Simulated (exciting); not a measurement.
Consider LiCaF3, space group Pm-3m.

```cif
data_structure
_symmetry_space_group_name_H-M 'P 1'
_symmetry_Int_Tables_number 1
_cell_length_a 3.7612
_cell_length_b 3.7612
_cell_length_c 3.7612
_cell_angle_alpha 90.000
_cell_angle_beta 90.000
_cell_angle_gamma 90.000
_cell_volume 53.21
loop_
_atom_site_label
_atom_site_type_symbol
_atom_site_fract_x
_atom_site_fract_y
_atom_site_fract_z
_atom_site_occupancy
Ca1 Ca 0.00000 0.00000 0.00000 1
F2 F 0.50000 0.00000 0.50000 1
F3 F 0.50000 0.50000 0.00000 1
F4 F 0.00000 0.50000 0.50000 1
Li5 Li 0.50000 0.50000 0.50000 1
```

Absorber: atom 2, with 2 Li at 1.88 Å (linear, site symmetry 4/mmm). Method: exciting, all-electron LAPW+lo, LDA, exchange and screened direct term (singlet BSE), 4×4×4 shifted k points, 25 conduction bands, |G+q| up to 3 bohr⁻¹, full RPA screening with nempty = 48, Lorentzian half width 0.45 eV.

Q: What does the F K spectrum look like, and is there a bound core exciton?

Bound core exciton? Yes on this mesh: the first bright state (over 5 % of the brightest) lies at -1.35 eV from the Kohn–Sham onset and at -1.56 eV from the lowest bare transition of its own mesh; weaker or dark states reach down to -1.78 eV. Maxima (height): -1.3 eV (1.00), 2.5 eV (0.30), 7.0 eV (0.96), 13.2 eV (0.18) and 16.0 eV (0.23).

Energy from the Kohn–Sham onset, core level to the lowest empty state found on the meshes used; Im ε in relative units:

```
E (eV)  Im ε
  -5.0  0.02
  -4.5  0.03
  -4.0  0.04
  -3.5  0.05
  -3.0  0.08
  -2.5  0.15
  -2.0  0.33
  -1.5  0.87
  -1.0  0.78
  -0.5  0.62
   0.0  0.39
   0.5  0.26
   1.0  0.21
   1.5  0.21
   2.0  0.25
   2.5  0.30
   3.0  0.27
   3.5  0.25
   4.0  0.26
   4.5  0.29
   5.0  0.34
   5.5  0.40
   6.0  0.46
   6.5  0.60
   7.0  0.95
   7.5  0.62
   8.0  0.46
   8.5  0.30
   9.0  0.24
   9.5  0.19
  10.0  0.15
  10.5  0.12
  11.0  0.11
  11.5  0.10
  12.0  0.09
  12.5  0.12
  13.0  0.17
  13.5  0.17
  14.0  0.15
  14.5  0.13
  15.0  0.13
  15.5  0.20
  16.0  0.23
  16.5  0.22
  17.0  0.18
  17.5  0.15
  18.0  0.12
  18.5  0.11
  19.0  0.10
  19.5  0.08
  20.0  0.09
```

With 64 k points the binding energies are rough, and fine structure above the first lines is partly noise of the mesh. The kernel cutoff is low for a compact core orbital, so the effect of exchange is a lower bound. The zero comes from the unshifted 4×4×4 ground-state mesh; it is exact only where the band minimum lies on that mesh. The structure is a Materials Project entry, computed there, and may be a hypothetical form.

[Banner, clock and machine lines of the logs are left out without a mark of their own.]

[Logs are printed without paths, hosts, clocks, repeated set-up lines and the standing remarks that a program may print on its own settings, such as how far it seeks lower states.]

[Hosts, paths, dates, database ids (printed as entryN), source tags and the programs' standing remarks are cut or masked in the printed files.]
